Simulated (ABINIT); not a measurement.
**Converging GW for SnO2 (Cassiterite) in ABINIT**

Wanted: a converged G0W0 gap of SnO2 (Cassiterite), or an estimate of the limit.

Calculated with ABINIT 10.8.3; PBE and many-body steps on it, plane waves.

Most raw output is cut from this account.

**1. Set-up**

The structure is tetragonal, space group P4_2/mnm (No. 136). The conventional cell has a = 4.738 Å, b = 4.738 Å, c = 3.187 Å, α = 90.00°, β = 90.00°, γ = 90.00°. Nearest to Sn lie 6 O at 2.05 to 2.06 Å. O has 3 Sn at 2.05 to 2.06 Å nearest. Farther neighbours and most contacts between anions are not listed.

The cell and positions come from the Crystallography Open Database and are kept as given unless a step says otherwise.

**2. Empty states on the mesh, 2×2×4 mesh, 436 bands**

This step: ABINIT 10.8.3; DFT, PBE, plane waves, norm-conserving pseudopotentials.

The sums over transitions need many empty states on a uniform mesh; this step solves for them.

File run.abi:

```
acell 3*1.0 Angstrom
rprim 
  4.738000000000 0.000000000000 0.000000000000
  0.000000000000 4.738000000000 0.000000000000
  0.000000000000 0.000000000000 3.186500000000
ntypat 2
znucl 50 8
natom 6
typat 1 1 2 2 2 2
xred 
  0.000000000000 0.000000000000 0.000000000000
  0.500000000000 0.500000000000 0.500000000000
  0.307100000000 0.307100000000 0.000000000000
  0.192900000000 0.807100000000 0.500000000000
  0.692900000000 0.692900000000 0.000000000000
  0.807100000000 0.192900000000 0.500000000000
pp_dirpath "pseudos"
pseudos "Sn.upf, O.upf"
ecut 42
ngkpt 2 2 4
nshiftk 1
shiftk 0 0 0
kptopt 1
chksymbreak 0
iscf -2
irdden 1
istwfk *1
nband 436
nbdbuf 38
tolwfr 1e-09
nstep 60
prtvol 0
indata_prefix "in"
outdata_prefix "out"
tmpdata_prefix "tmp"
```

On the command line:

```console
> OMP_NUM_THREADS=1 mpirun -n 8 abinit run.abi > log
```

It took 7.5 min on 8 MPI ranks of Arm Neoverse V1, shared host; peak memory 0.94 GiB.

This step gave:

```yaml
gap: 1.284 eV
k_of_the_valence_top: 0, 0, 0
k_of_the_conduction_bottom: 0, 0, 0
least_direct_gap: 1.284 eV
k_points_computed: 9
lowest_point_of_the_top_converged_band_above_the_valence_top: 158.8982 eV
```

On this mesh the gap is 1.284 eV.

The density comes from a self-consistent run that is not shown.

**3. Screening, 2×2×4 mesh, 106 bands, screening to 93.3 eV**

The RPA dielectric matrix is built and inverted for each q.

This step: RPA screening on PBE, plane waves, norm-conserving pseudopotentials.

run.abi, as its differences from that of step 2:

```diff
@@ -24,10 +24,11 @@
 chksymbreak 0
-iscf -2
-irdden 1
 istwfk *1
-nband 436
-nbdbuf 38
-tolwfr 1e-09
-nstep 60
-prtvol 0
+occopt 1
+irdwfk 1
+optdriver 3
+nband 106
+ecuteps 3.43
+inclvkb 2
+awtr 1
+symchi 1
 indata_prefix "in"
```

Wall time 32 s (8 MPI ranks); peak memory 2.5 GiB.

Numbers from this step:

| Quantity | Value |
| --- | --- |
| ε∞ with local fields, on this mesh, along the program's q direction | 5.138 |
| the same without local fields | 5.346 |
| plasma frequency | 36.20 eV |
| plane waves in the screening matrix | 161 |

Local fields lower ε∞ by 4 %. On a Γ-centred mesh this coarse the value itself is usually too large, while a short band sum pulls it down.

**4. 106 bands, 93.3 eV**

The self-energy is evaluated for the states that the input lists, and the levels follow from it, in one-shot runs by the linearised quasiparticle equation.

This step: G0W0 on PBE, plane waves, norm-conserving pseudopotentials.

run.abi, as its differences from that of step 3:

```diff
@@ -27,8 +27,25 @@
 irdwfk 1
-optdriver 3
+optdriver 4
 nband 106
+gwcalctyp 0
+ecutsigx 42
+symsigma 1
+nkptgw 6
+kptgw 
+  0.0000000000 0.0000000000 0.0000000000
+  0.5000000000 0.0000000000 0.0000000000
+  0.5000000000 0.5000000000 0.0000000000
+  0.0000000000 0.0000000000 0.5000000000
+  0.5000000000 0.0000000000 0.5000000000
+  0.5000000000 0.5000000000 0.5000000000
+bdgw 
+  32 36
+  33 36
+  33 36
+  33 36
+  33 36
+  33 36
 ecuteps 3.43
-inclvkb 2
-awtr 1
-symchi 1
+irdscr 1
+ppmodel 1
 indata_prefix "in"
```

Wall time 9.9 s (8 MPI ranks); peak memory 1.6 GiB.

Numbers from this step:

| Quantity | Value |
| --- | --- |
| G0W0 gap on the mesh | 2.652 eV |
| starting gap on the mesh | 1.284 eV |
| k of the valence top | 0, 0, 0 |
| k of the conduction bottom | 0, 0, 0 |
| Z at the valence top | 0.794 |
| Z at the conduction bottom | 0.846 |
| least direct G0W0 gap on the computed points | 2.652 eV |

The gap on the mesh goes from 1.28 eV to 2.65 eV, a correction of +1.37 eV.

**5. Screening, 2×2×4 mesh, 143 bands, screening to 123.5 eV**

This step: RPA screening on PBE, plane waves, norm-conserving pseudopotentials.

run.abi, as its differences from that of step 4:

```diff
@@ -27,25 +27,8 @@
 irdwfk 1
-optdriver 4
-nband 106
-gwcalctyp 0
-ecutsigx 42
-symsigma 1
-nkptgw 6
-kptgw 
-  0.0000000000 0.0000000000 0.0000000000
-  0.5000000000 0.0000000000 0.0000000000
-  0.5000000000 0.5000000000 0.0000000000
-  0.0000000000 0.0000000000 0.5000000000
-  0.5000000000 0.0000000000 0.5000000000
-  0.5000000000 0.5000000000 0.5000000000
-bdgw 
-  32 36
-  33 36
-  33 36
-  33 36
-  33 36
-  33 36
-ecuteps 3.43
-irdscr 1
-ppmodel 1
+optdriver 3
+nband 143
+ecuteps 4.54
+inclvkb 2
+awtr 1
+symchi 1
 indata_prefix "in"
```

Wall time 51 s (8 MPI ranks); peak memory 2.9 GiB; 6.8 min of CPU time.

Numbers from this step:

```
ε∞ with local fields, on this mesh, along the program's q direction : 5.145
the same without local fields                                       : 5.373
plasma frequency                                                    : 36.20 eV
plane waves in the screening matrix                                 : 217
```

**6. 143 bands, 123.5 eV**

This step: G0W0 on PBE, plane waves, norm-conserving pseudopotentials.

run.abi, as its differences from that of step 5:

```diff
@@ -27,8 +27,25 @@
 irdwfk 1
-optdriver 3
+optdriver 4
 nband 143
+gwcalctyp 0
+ecutsigx 42
+symsigma 1
+nkptgw 6
+kptgw 
+  0.0000000000 0.0000000000 0.0000000000
+  0.5000000000 0.0000000000 0.0000000000
+  0.5000000000 0.5000000000 0.0000000000
+  0.0000000000 0.0000000000 0.5000000000
+  0.5000000000 0.0000000000 0.5000000000
+  0.5000000000 0.5000000000 0.5000000000
+bdgw 
+  32 36
+  33 36
+  33 36
+  33 36
+  33 36
+  33 36
 ecuteps 4.54
-inclvkb 2
-awtr 1
-symchi 1
+irdscr 1
+ppmodel 1
 indata_prefix "in"
```

Wall time 16 s (8 MPI ranks); peak memory 1.7 GiB.

This step gave:

| Property | Result |
| --- | --- |
| G0W0 gap on the mesh | 2.641 eV |
| starting gap on the mesh | 1.284 eV |
| k of the valence top | 0, 0, 0 |
| k of the conduction bottom | 0, 0, 0 |
| Z at the valence top | 0.794 |
| Z at the conduction bottom | 0.844 |
| least direct G0W0 gap on the computed points | 2.641 eV |

Against G0W0 in ABINIT (2×2×4 mesh, 106 bands, screening to 93.3 eV, Godby-Needs plasmon pole), the gap moves by −0.011 eV.

**7. Screening, 2×2×4 mesh, 203 bands, screening to 164.9 eV**

This step: RPA screening on PBE, plane waves, norm-conserving pseudopotentials.

run.abi, as its differences from that of step 6:

```diff
@@ -27,25 +27,8 @@
 irdwfk 1
-optdriver 4
-nband 143
-gwcalctyp 0
-ecutsigx 42
-symsigma 1
-nkptgw 6
-kptgw 
-  0.0000000000 0.0000000000 0.0000000000
-  0.5000000000 0.0000000000 0.0000000000
-  0.5000000000 0.5000000000 0.0000000000
-  0.0000000000 0.0000000000 0.5000000000
-  0.5000000000 0.0000000000 0.5000000000
-  0.5000000000 0.5000000000 0.5000000000
-bdgw 
-  32 36
-  33 36
-  33 36
-  33 36
-  33 36
-  33 36
-ecuteps 4.54
-irdscr 1
-ppmodel 1
+optdriver 3
+nband 203
+ecuteps 6.06
+inclvkb 2
+awtr 1
+symchi 1
 indata_prefix "in"
```

Run time: 1.8 min. Hardware: 8 MPI ranks; peak memory 4.1 GiB.

Numbers from this step:

- ε∞ with local fields, on this mesh, along the program's q direction: 5.139
- the same without local fields: 5.387
- plasma frequency: 36.20 eV
- plane waves in the screening matrix: 323

**8. 203 bands, 164.9 eV**

This step: G0W0 on PBE, plane waves, norm-conserving pseudopotentials.

run.abi, as its differences from that of step 7:

```diff
@@ -27,8 +27,25 @@
 irdwfk 1
-optdriver 3
+optdriver 4
 nband 203
+gwcalctyp 0
+ecutsigx 42
+symsigma 1
+nkptgw 6
+kptgw 
+  0.0000000000 0.0000000000 0.0000000000
+  0.5000000000 0.0000000000 0.0000000000
+  0.5000000000 0.5000000000 0.0000000000
+  0.0000000000 0.0000000000 0.5000000000
+  0.5000000000 0.0000000000 0.5000000000
+  0.5000000000 0.5000000000 0.5000000000
+bdgw 
+  32 36
+  33 36
+  33 36
+  33 36
+  33 36
+  33 36
 ecuteps 6.06
-inclvkb 2
-awtr 1
-symchi 1
+irdscr 1
+ppmodel 1
 indata_prefix "in"
```

Wall time 38 s (8 MPI ranks); peak memory 2.8 GiB.

This step gave:

| Item | Value |
| --- | --- |
| G0W0 gap on the mesh | 2.668 eV |
| starting gap on the mesh | 1.284 eV |
| k of the valence top | 0, 0, 0 |
| k of the conduction bottom | 0, 0, 0 |
| least direct G0W0 gap on the computed points | 2.668 eV |

Against G0W0 in ABINIT (2×2×4 mesh, 143 bands, screening to 123.5 eV, Godby-Needs plasmon pole), the gap moves by +0.027 eV.

**9. Screening, 2×2×4 mesh, 284 bands, screening to 214.4 eV**

This step: RPA screening on PBE, plane waves, norm-conserving pseudopotentials.

run.abi, as its differences from that of step 8:

```diff
@@ -27,25 +27,8 @@
 irdwfk 1
-optdriver 4
-nband 203
-gwcalctyp 0
-ecutsigx 42
-symsigma 1
-nkptgw 6
-kptgw 
-  0.0000000000 0.0000000000 0.0000000000
-  0.5000000000 0.0000000000 0.0000000000
-  0.5000000000 0.5000000000 0.0000000000
-  0.0000000000 0.0000000000 0.5000000000
-  0.5000000000 0.0000000000 0.5000000000
-  0.5000000000 0.5000000000 0.5000000000
-bdgw 
-  32 36
-  33 36
-  33 36
-  33 36
-  33 36
-  33 36
-ecuteps 6.06
-irdscr 1
-ppmodel 1
+optdriver 3
+nband 284
+ecuteps 7.88
+inclvkb 2
+awtr 1
+symchi 1
 indata_prefix "in"
```

Run time: 4.8 min. Hardware: 8 MPI ranks; peak memory 7.3 GiB; 38 min of CPU time.

This step gave:

| Item | Value |
| --- | --- |
| ε∞ with local fields, on this mesh, along the program's q direction | 5.108 |
| the same without local fields | 5.392 |
| plasma frequency | 36.20 eV |
| plane waves in the screening matrix | 507 |

**10. 284 bands, 214.4 eV**

This step: G0W0 on PBE, plane waves, norm-conserving pseudopotentials.

run.abi, as its differences from that of step 9:

```diff
@@ -27,8 +27,25 @@
 irdwfk 1
-optdriver 3
+optdriver 4
 nband 284
+gwcalctyp 0
+ecutsigx 42
+symsigma 1
+nkptgw 6
+kptgw 
+  0.0000000000 0.0000000000 0.0000000000
+  0.5000000000 0.0000000000 0.0000000000
+  0.5000000000 0.5000000000 0.0000000000
+  0.0000000000 0.0000000000 0.5000000000
+  0.5000000000 0.0000000000 0.5000000000
+  0.5000000000 0.5000000000 0.5000000000
+bdgw 
+  32 36
+  33 36
+  33 36
+  33 36
+  33 36
+  33 36
 ecuteps 7.88
-inclvkb 2
-awtr 1
-symchi 1
+irdscr 1
+ppmodel 1
 indata_prefix "in"
```

Wall time 2 min (8 MPI ranks); peak memory 5.5 GiB.

This step gave:

```yaml
g0w0_gap_on_the_mesh: 2.720 eV
starting_gap_on_the_mesh: 1.284 eV
k_of_the_valence_top: 0, 0, 0
k_of_the_conduction_bottom: 0, 0, 0
least_direct_g0w0_gap_on_the_computed_points: 2.720 eV
```

Against G0W0 in ABINIT (2×2×4 mesh, 203 bands, screening to 164.9 eV, Godby-Needs plasmon pole), the gap moves by +0.052 eV.

**11. Screening, 2×2×4 mesh, 398 bands, screening to 274.8 eV**

This step: RPA screening on PBE, plane waves, norm-conserving pseudopotentials.

run.abi, as its differences from that of step 10:

```diff
@@ -27,25 +27,8 @@
 irdwfk 1
-optdriver 4
-nband 284
-gwcalctyp 0
-ecutsigx 42
-symsigma 1
-nkptgw 6
-kptgw 
-  0.0000000000 0.0000000000 0.0000000000
-  0.5000000000 0.0000000000 0.0000000000
-  0.5000000000 0.5000000000 0.0000000000
-  0.0000000000 0.0000000000 0.5000000000
-  0.5000000000 0.0000000000 0.5000000000
-  0.5000000000 0.5000000000 0.5000000000
-bdgw 
-  32 36
-  33 36
-  33 36
-  33 36
-  33 36
-  33 36
-ecuteps 7.88
-irdscr 1
-ppmodel 1
+optdriver 3
+nband 398
+ecuteps 10.1
+inclvkb 2
+awtr 1
+symchi 1
 indata_prefix "in"
```

Run time: 9.7 min. Hardware: 8 MPI ranks; peak memory 8.7 GiB.

Numbers from this step:

```
ε∞ with local fields, on this mesh, along the program's q direction : 5.102
the same without local fields                                       : 5.395
plasma frequency                                                    : 36.20 eV
plane waves in the screening matrix                                 : 761
```

**12. 398 bands, 274.8 eV**

This step: G0W0 on PBE, plane waves, norm-conserving pseudopotentials.

run.abi, as its differences from that of step 11:

```diff
@@ -27,8 +27,25 @@
 irdwfk 1
-optdriver 3
+optdriver 4
 nband 398
+gwcalctyp 0
+ecutsigx 42
+symsigma 1
+nkptgw 6
+kptgw 
+  0.0000000000 0.0000000000 0.0000000000
+  0.5000000000 0.0000000000 0.0000000000
+  0.5000000000 0.5000000000 0.0000000000
+  0.0000000000 0.0000000000 0.5000000000
+  0.5000000000 0.0000000000 0.5000000000
+  0.5000000000 0.5000000000 0.5000000000
+bdgw 
+  32 36
+  33 36
+  33 36
+  33 36
+  33 36
+  33 36
 ecuteps 10.1
-inclvkb 2
-awtr 1
-symchi 1
+irdscr 1
+ppmodel 1
 indata_prefix "in"
```

It took 5.8 min on 8 MPI ranks; peak memory 8.4 GiB.

This step gave:

| Quantity | Value |
| --- | --- |
| G0W0 gap on the mesh | 2.758 eV |
| starting gap on the mesh | 1.284 eV |
| k of the valence top | 0, 0, 0 |
| k of the conduction bottom | 0, 0, 0 |
| least direct G0W0 gap on the computed points | 2.758 eV |

Against G0W0 in ABINIT (2×2×4 mesh, 284 bands, screening to 214.4 eV, Godby-Needs plasmon pole), the gap moves by +0.038 eV.

**13. The runs together**

Times are wall times on 8 MPI ranks of Arm Neoverse V1, shared host, good to a factor of about two. A run's time includes the screening step that it read.

| run | mesh | bands | screening cutoff (eV) | DFT gap (eV) | gap on the mesh (eV) | direct (eV) | ε∞ used | time |
| --- | --- | --- | --- | --- | --- | --- | --- | --- |
| 106 bands, 93.3 eV | 2×2×4 | 106 | 93.3 | 1.284 | 2.652 | 2.652 | 5.14 | 42 s |
| 143 bands, 123.5 eV | 2×2×4 | 143 | 123.5 | 1.284 | 2.641 | 2.641 | 5.14 | 67 s |
| 203 bands, 164.9 eV | 2×2×4 | 203 | 164.9 | 1.284 | 2.668 | 2.668 | 5.14 | 2.4 min |
| 284 bands, 214.4 eV | 2×2×4 | 284 | 214.4 | 1.284 | 2.720 | 2.720 | 5.11 | 6.8 min |
| 398 bands, 274.8 eV | 2×2×4 | 398 | 274.8 | 1.284 | 2.758 | 2.758 | 5.10 | 15 min |

**14. Results**

```json
{
  "106 bands, 93.3 eV": "2.652 eV",
  "143 bands, 123.5 eV": "2.641 eV",
  "203 bands, 164.9 eV": "2.668 eV",
  "284 bands, 214.4 eV": "2.720 eV",
  "398 bands, 274.8 eV": "2.758 eV",
  "known limits": "not at the basis limit; no spin-orbit coupling; coarse k mesh"
}
```

From the first rung to the last the gap moves by +0.11 eV for 22 times the time. The 2×2×4 mesh is coarse for this cell, which bears on the long-range parts of exchange and screening. The many-body steps are scalar-relativistic: spin-orbit coupling is not in them.

[Paths, hosts, dates, memory and timing lines, banners, echoed tables and standing remarks are left out of the program output.]

[Logs are printed without paths, hosts, clocks, repeated set-up lines and the standing remarks that a program may print on its own settings, such as how far it seeks lower states.]

[Runs of the session that timed out or met a known fault of the program may be left out.]

[Hosts, paths, dates, database ids (printed as entryN), source tags and the programs' standing remarks are cut or masked in the printed files.]

[G0W0 gaps are taken among the corrected bands and points alone; a level outside them can change the order at an edge.]

[Where Ansatz stands beside ABINIT at settings called matched, ABINIT's density can come from a denser mesh and the files from another edition; pairs whose starting gaps differed by over 0.03 eV were left out, so agreement reads better than it is.]
